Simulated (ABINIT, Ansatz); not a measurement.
**Cs3Bi2Br9 (P-3m1): changed settings of a GW run in ABINIT**

What do changed inputs do to GW on Cs3Bi2Br9 (P-3m1)?

Calculated with ABINIT 10.8.3; LDA and many-body steps on it, plane waves.

### Step 1. The structure

Symmetry: P-3m1, No. 164, trigonal system. The conventional cell has a = 7.972 Å, b = 7.972 Å, c = 9.867 Å, α = 90.00°, β = 90.00°, γ = 120.00°. Nearest to Cs lie 12 Br at 3.96 to 4.01 Å. Cs has 12 Br at 3.99 to 4.07 Å nearest. Nearest to Bi lie 6 Br at 2.71 to 2.98 Å. Br has 2 Bi at 2.98 Å and 4 Cs at 3.99 to 4.01 Å nearest. Nearest to Br lie 1 Bi at 2.71 Å and 4 Cs at 3.96 to 4.07 Å. Farther neighbours and most contacts between anions are not listed.

The cell and positions come from the Crystallography Open Database and are kept as given unless a step says otherwise. Spin-orbit coupling is left out unless a step names it.

### Step 2. Screening, 3×3×1 mesh, 229 bands, screening to 114.3 eV

This step: ABINIT 10.8.3; RPA screening on LDA, plane waves, norm-conserving pseudopotentials.

The RPA dielectric matrix is built and inverted for each q.

The input, run.abi:

```
acell 3*1.0 Angstrom
rprim 
  7.972000000018 -0.000000000004 0.000000000000
  -3.986000000005 6.903954518987 0.000000000000
  0.000000000000 0.000000000000 9.867000000000
ntypat 3
znucl 55 83 35
natom 14
typat 1 1 1 2 2 3 3 3 3 3 3 3 3 3
xred 
  0.666666666667 0.333333333333 0.666900000000
  0.333333333333 0.666666666667 0.333100000000
  0.000000000000 0.000000000000 0.000000000000
  0.666666666667 0.333333333333 0.191800000000
  0.333333333333 0.666666666667 0.808200000000
  0.500000000000 0.500000000000 0.000000000000
  0.500000000000 0.000000000000 0.000000000000
  0.000000000000 0.500000000000 0.000000000000
  0.335300000000 0.167650000000 0.339400000000
  0.832350000000 0.167650000000 0.339400000000
  0.832350000000 0.664700000000 0.339400000000
  0.167650000000 0.335300000000 0.660600000000
  0.167650000000 0.832350000000 0.660600000000
  0.664700000000 0.832350000000 0.660600000000
pp_dirpath "pseudos"
pseudos "Cs.upf, Bi.upf, Br.upf"
ecut 34
ngkpt 3 3 1
nshiftk 1
shiftk 0 0 0
kptopt 1
chksymbreak 0
istwfk *1
occopt 1
irdwfk 1
optdriver 3
nband 229
ecuteps 4.2
inclvkb 2
awtr 1
symchi 1
indata_prefix "in"
outdata_prefix "out"
tmpdata_prefix "tmp"
gwmem 10
```

Run with:

```console
$ OMP_NUM_THREADS=1 mpirun -n 16 abinit run.abi > log
```

The log of the run:

```text
.Version 10.8.3 of ABINIT. v10.8.2 released Aug 2026.

 Symmetries : space group P-3 m 1 (#164); Bravais hP (primitive hexag.)
[... echo of the input left out ...]
== DATASET  1 ==================================================================
-   mpi_nproc: 16, omp_nthreads: 1 (-1 if OMP is not activated)

--- !DatasetInfo
iteration_state: {dtset: 1, }
dimensions: {natom: 14, nkpt: 3, mband: 229, nsppol: 1, nspinor: 1, nspden: 1, mpw: 34765, }
cutoff_energies: {ecut:  34.0, pawecutdg:  -1.0, }
electrons: {nelect:   2.26000000E+02, charge:   0.00000000E+00, occopt:   1.00000000E+00, tsmear:   1.00000000E-02, }

 SCREENING: Calculation of the susceptibility and dielectric matrices

 Based on a program developped by R.W. Godby, V. Olevano, G. Onida, and L. Reining.
 Incorporated in ABINIT by V. Olevano, G.-M. Rignanese, and M. Torrent.
.Using double precision arithmetic ; gwpc =  8

[... cell and pseudopotentials left out ...]
--------------------------------------------------------------------------------

 ==== K-mesh for the wavefunctions ====
 Number of points in the irreducible wedge :     3
[... list of points left out ...]
 Together with 12 symmetry operations and time-reversal symmetry
 yields     9 points in the full Brillouin Zone.

 ==== Q-mesh for the screening function ====
 Number of points in the irreducible wedge :     3
[... list of points left out ...]
 Together with 12 symmetry operations and time-reversal symmetry
 yields     9 points in the full Brillouin Zone.

 setmesh: FFT mesh size selected  =    48x   48x   72
          total number of points  =       165888

 vcoul_init : cutoff-mode = AUXILIARY_FUNCTION
 q-points for optical limit:   1
     1)      0.000010    0.000020    0.000030

- screening: taking advantage of time-reversal symmetry
- Maximum band index for partially occupied states nbvw = 113
- Remaining bands to be divided among processors   nbcw = 116
- Number of bands treated by each node ~7

 Number of electrons calculated from density =  226.0000; Expected =  226.0000
 average of density, n =  0.061668
 r_s =    1.5702
 omega_plasma =   23.9545 [eV]

 calculating chi0 at frequencies [eV] :
  1    0.000000E+00    0.000000E+00
  2    0.000000E+00    2.395446E+01

--------------------------------------------------------------------------------
  q-point number  1        q = ( 0.000000, 0.000000, 0.000000) [r.l.u.]
--------------------------------------------------------------------------------
[... chi0 elements left out ...]
 For q-point:  0.000010 0.000020 0.000030
  dielectric constant =   3.8749
  dielectric constant without local fields =   4.9509

  Average fulfillment of the sum rule on Im[epsilon] for q-point    1 :     27.85  [%]
[... wings left out ...]
  q-point number  2        q = ( 0.333333, 0.000000, 0.000000) [r.l.u.]
--------------------------------------------------------------------------------
[... chi0 elements left out ...]
  Average fulfillment of the sum rule on Im[epsilon] for q-point    2 :     32.31  [%]

 [... 1 further q-points ...]
```

Elapsed: 5.5 min, on 16 MPI ranks of Arm Neoverse V2, shared host; peak memory 21 GiB.

Numbers from this step:

```yaml
eps_infinity_with_local_fields_on_this_mesh_along_the_program_s_q_direction: 3.875
the_same_without_local_fields: 4.951
plasma_frequency: 23.95 eV
plane_waves_in_the_screening_matrix: 1487
```

Local fields lower ε∞ by 22 %. On a Γ-centred mesh this coarse the value itself is usually too large, while a short band sum pulls it down.

### Step 3. Base

The self-energy is evaluated for the states that the input lists, and the levels follow from it, in one-shot runs by the linearised quasiparticle equation.

This step: G0W0 on LDA, plane waves, norm-conserving pseudopotentials.

Changes to run.abi since step 2:

```diff
@@ -35,8 +35,15 @@
 irdwfk 1
-optdriver 3
+optdriver 4
 nband 229
+gwcalctyp 0
+ecutsigx 34
+symsigma 1
+nkptgw 1
+kptgw 
+  0.0000000000 0.0000000000 0.0000000000
+bdgw 
+  112 116
 ecuteps 4.2
-inclvkb 2
-awtr 1
-symchi 1
+irdscr 1
+ppmodel 1
 indata_prefix "in"
```

The log of the run:

```text
.Version 10.8.3 of ABINIT. v10.8.2 released Aug 2026.

 Symmetries : space group P-3 m 1 (#164); Bravais hP (primitive hexag.)
[... echo of the input left out ...]
== DATASET  1 ==================================================================
-   mpi_nproc: 16, omp_nthreads: 1 (-1 if OMP is not activated)

--- !DatasetInfo
iteration_state: {dtset: 1, }
dimensions: {natom: 14, nkpt: 3, mband: 229, nsppol: 1, nspinor: 1, nspden: 1, mpw: 34765, }
cutoff_energies: {ecut:  34.0, pawecutdg:  -1.0, }
electrons: {nelect:   2.26000000E+02, charge:   0.00000000E+00, occopt:   1.00000000E+00, tsmear:   1.00000000E-02, }

 SIGMA: Calculation of the GW corrections

 Based on a program developped by R.W. Godby, V. Olevano, G. Onida, and L. Reining.
 Incorporated in ABINIT by V. Olevano, G.-M. Rignanese, and M. Torrent.
.Using double precision arithmetic ; gwpc =  8

[... cell and pseudopotentials left out ...]
--------------------------------------------------------------------------------

 ==== K-mesh for the wavefunctions ====
 Number of points in the irreducible wedge :     3
[... list of points left out ...]
 Together with 12 symmetry operations and time-reversal symmetry
 yields     9 points in the full Brillouin Zone.

 ==== Q-mesh for screening function ====
 Number of points in the irreducible wedge :     3
[... list of points left out ...]
 Together with 12 symmetry operations and time-reversal symmetry
 yields     9 points in the full Brillouin Zone.

 vcoul_init : cutoff-mode = AUXILIARY_FUNCTION
 q-points for optical limit:   1
     1)      0.000010    0.000020    0.000030
 setmesh: FFT mesh size selected  =    72x   72x  100
          total number of points  =       518400

 Number of electrons calculated from density =  226.0000; Expected =  226.0000
 average of density, n =  0.061668
 r_s =    1.5702
 omega_plasma =   23.9545 [eV]

 === KS Band Gaps ===
  >>>> For spin  1
   Minimum direct gap =   2.4168 [eV], located at k-point      :   0.0000  0.0000  0.0000
   Fundamental gap    =   2.4168 [eV], Top of valence bands at :   0.0000  0.0000  0.0000
                                       Bottom of conduction at :   0.0000  0.0000  0.0000
 SIGMA fundamental parameters:
 PLASMON POLE MODEL  1
 number of plane-waves for SigmaX                34765
 number of plane-waves for SigmaC and W           1487
 number of plane-waves for wavefunctions         34765
 number of bands                                   229
 number of independent spin polarizations            1
 number of spinorial components                      1
 number of k-points in IBZ                           3
 number of q-points in IBZ                           3
 number of symmetry operations                      12
 number of k-points in BZ                            9
 number of q-points in BZ                            9
 number of frequencies for dSigma/dE                 9
 frequency step for dSigma/dE [eV]                0.25
 number of omega for Sigma on real axis              0
 max omega for Sigma on real axis  [eV]           0.00
 zcut for avoiding poles [eV]                     0.10

 EPSILON^-1 parameters (SCR file):
 dimension of the eps^-1 matrix on file           1487
 dimension of the eps^-1 matrix used              1487
 number of plane-waves for wavefunctions         34765
 number of bands                                   229
 number of q-points in IBZ                           3
 number of frequencies                               2
 number of real frequencies                          1
 number of imag frequencies                          1

 matrix elements of self-energy operator (all in [eV])

 Perturbative Calculation

--- !SelfEnergy_ee
iteration_state: {dtset: 1, }
kpoint     : [   0.000,    0.000,    0.000, ]
spin       : 1
KS_gap     :    2.417
QP_gap     :    4.479
Delta_QP_KS:    2.062
data: !SigmaeeData |
     Band     E0 <VxcDFT>   SigX SigC(E0)      Z dSigC/dE  Sig(E)    E-E0       E
      112   0.422 -14.794 -19.588   3.317   0.796  -0.256 -15.970  -1.176  -0.754
      113   1.017 -15.419 -18.310   2.300   0.808  -0.237 -15.897  -0.477   0.540
      114   3.434 -12.310  -8.702  -1.705   0.832  -0.201 -10.726   1.585   5.019
      115   4.202 -13.642 -10.264  -1.542   0.824  -0.214 -12.130   1.512   5.715
      116   4.202 -13.642 -10.264  -1.542   0.824  -0.214 -12.130   1.512   5.715

== END DATASET(S) ==============================================================
================================================================================

 -outvars: echo values of variables after computation  --------
           etotal      0.0000000000E+00
            nband         229
             nkpt           3
          spgroup         164
 [... the other variables as echoed above ...]

 Calculation completed.
```

Run time: 27 s. Hardware: 16 MPI ranks; peak memory 11 GiB.

Numbers from this step:

- G0W0 gap on the points computed: 4.479 eV
- starting gap on the mesh: 2.417 eV
- k of the valence top: 0, 0, 0
- k of the conduction bottom: 0, 0, 0
- Z at the valence top: 0.808
- Z at the conduction bottom: 0.832
- least direct G0W0 gap on the computed points: 4.479 eV

The gap on the mesh goes from 2.42 eV to 4.48 eV, a correction of +2.06 eV.

### Step 4. Exchange cutoff of one hartree

Changes to run.abi since step 3:

```diff
@@ -38,3 +38,3 @@
 gwcalctyp 0
-ecutsigx 34
+ecutsigx 1
 symsigma 1
```

The log of the run:

```text
.Version 10.8.3 of ABINIT. v10.8.2 released Aug 2026.

 Symmetries : space group P-3 m 1 (#164); Bravais hP (primitive hexag.)
[... echo of the input left out ...]
== DATASET  1 ==================================================================
-   mpi_nproc: 16, omp_nthreads: 1 (-1 if OMP is not activated)

--- !DatasetInfo
iteration_state: {dtset: 1, }
dimensions: {natom: 14, nkpt: 3, mband: 229, nsppol: 1, nspinor: 1, nspden: 1, mpw: 34765, }
cutoff_energies: {ecut:  34.0, pawecutdg:  -1.0, }
electrons: {nelect:   2.26000000E+02, charge:   0.00000000E+00, occopt:   1.00000000E+00, tsmear:   1.00000000E-02, }

 SIGMA: Calculation of the GW corrections

 Based on a program developped by R.W. Godby, V. Olevano, G. Onida, and L. Reining.
 Incorporated in ABINIT by V. Olevano, G.-M. Rignanese, and M. Torrent.
.Using double precision arithmetic ; gwpc =  8

[... cell and pseudopotentials left out ...]
--------------------------------------------------------------------------------

 ==== K-mesh for the wavefunctions ====
 Number of points in the irreducible wedge :     3
[... list of points left out ...]
 Together with 12 symmetry operations and time-reversal symmetry
 yields     9 points in the full Brillouin Zone.

 ==== Q-mesh for screening function ====
 Number of points in the irreducible wedge :     3
[... list of points left out ...]
 Together with 12 symmetry operations and time-reversal symmetry
 yields     9 points in the full Brillouin Zone.

 vcoul_init : cutoff-mode = AUXILIARY_FUNCTION
 q-points for optical limit:   1
     1)      0.000010    0.000020    0.000030
 setmesh: FFT mesh size selected  =    45x   45x   60
          total number of points  =       121500

 Number of electrons calculated from density =  226.0000; Expected =  226.0000
[...]
number of q-points in IBZ                           3
 number of symmetry operations                      12
 number of k-points in BZ                            9
 number of q-points in BZ                            9
 number of frequencies for dSigma/dE                 9
 frequency step for dSigma/dE [eV]                0.25
 number of omega for Sigma on real axis              0
 max omega for Sigma on real axis  [eV]           0.00
 zcut for avoiding poles [eV]                     0.10

 EPSILON^-1 parameters (SCR file):
 dimension of the eps^-1 matrix on file           1487
 dimension of the eps^-1 matrix used               171
 number of plane-waves for wavefunctions         34765
 number of bands                                   229
 number of q-points in IBZ                           3
 number of frequencies                               2
 number of real frequencies                          1
 number of imag frequencies                          1

 matrix elements of self-energy operator (all in [eV])

 Perturbative Calculation

--- !SelfEnergy_ee
iteration_state: {dtset: 1, }
kpoint     : [   0.000,    0.000,    0.000, ]
spin       : 1
KS_gap     :    2.417
QP_gap     :    2.777
Delta_QP_KS:    0.360
data: !SigmaeeData |
     Band     E0 <VxcDFT>   SigX SigC(E0)      Z dSigC/dE  Sig(E)    E-E0       E
      112   0.422 -14.794 -14.536   3.090   0.808  -0.238 -12.090   2.704   3.126
      113   1.017 -15.419 -12.778   2.111   0.823  -0.216 -11.510   3.910   4.927
      114   3.434 -12.310  -5.380  -1.838   0.838  -0.193  -8.041   4.270   7.703
      115   4.202 -13.642  -6.091  -1.708   0.832  -0.202  -8.781   4.861   9.063
      116   4.202 -13.642  -6.091  -1.708   0.832  -0.202  -8.781   4.861   9.063

== END DATASET(S) ==============================================================
================================================================================

 -outvars: echo values of variables after computation  --------
           etotal      0.0000000000E+00
            nband         229
             nkpt           3
          spgroup         164
 [... the other variables as echoed above ...]

 Calculation completed.
```

Run time: 6.9 s. Hardware: 16 MPI ranks; peak memory 2.9 GiB; 1.8 min of CPU time.

The run ended normally, though the input holds a fault or crude settings.

The fault put into this input: exchange cutoff of one hartree. It printed a gap of 2.78 eV, an artefact of the input.

### Step 5. Side by side

Times are wall times on 16 MPI ranks of Arm Neoverse V2, shared host, good to a factor of about two. A run's time includes the screening step that it read.

```csv
run,mesh,bands,screening cutoff (eV),DFT gap (eV),gap on the mesh (eV),direct (eV),ε∞ used,time
base,3×3×1,229,114.3,2.417,4.479,4.479,3.87,6 min
```

### Step 6. Outcome

```
base         : 4.479 eV
known limits : not at the basis limit; no spin-orbit coupling; coarse k mesh
```

**Reading.** Bands and cutoff are finite, so the gap is not at the basis limit. The miss can reach some tenths of an eV and take either sign; the mesh is an error of its own. In the G0W0 run levels were corrected at 1 k point alone, so a gap called «on the mesh» is the least over those, and an edge elsewhere would be missed. The 3×3×1 mesh is coarse for this cell, which bears on the long-range parts of exchange and screening. Where an edge is built on 6p states of lead, bismuth or thallium, scalar-relativistic gaps usually stand too wide, by a few tenths to over one eV. The many-body steps are scalar-relativistic: spin-orbit coupling is not in them.

[Paths, hosts, dates, memory and timing lines, banners, echoed tables and standing remarks are left out of the program output.]

[Logs are printed without paths, hosts, clocks, repeated set-up lines and the standing remarks that a program may print on its own settings, such as how far it seeks lower states.]

[Runs of the session that timed out or met a known fault of the program may be left out.]

[Hosts, paths, dates, database ids (printed as entryN), source tags and the programs' standing remarks are cut or masked in the printed files.]

[G0W0 gaps are taken among the corrected bands and points alone; a level outside them can change the order at an edge.]

[Where Ansatz stands beside ABINIT at settings called matched, ABINIT's density can come from a denser mesh and the files from another edition; pairs whose starting gaps differed by over 0.03 eV were left out, so agreement reads better than it is.]
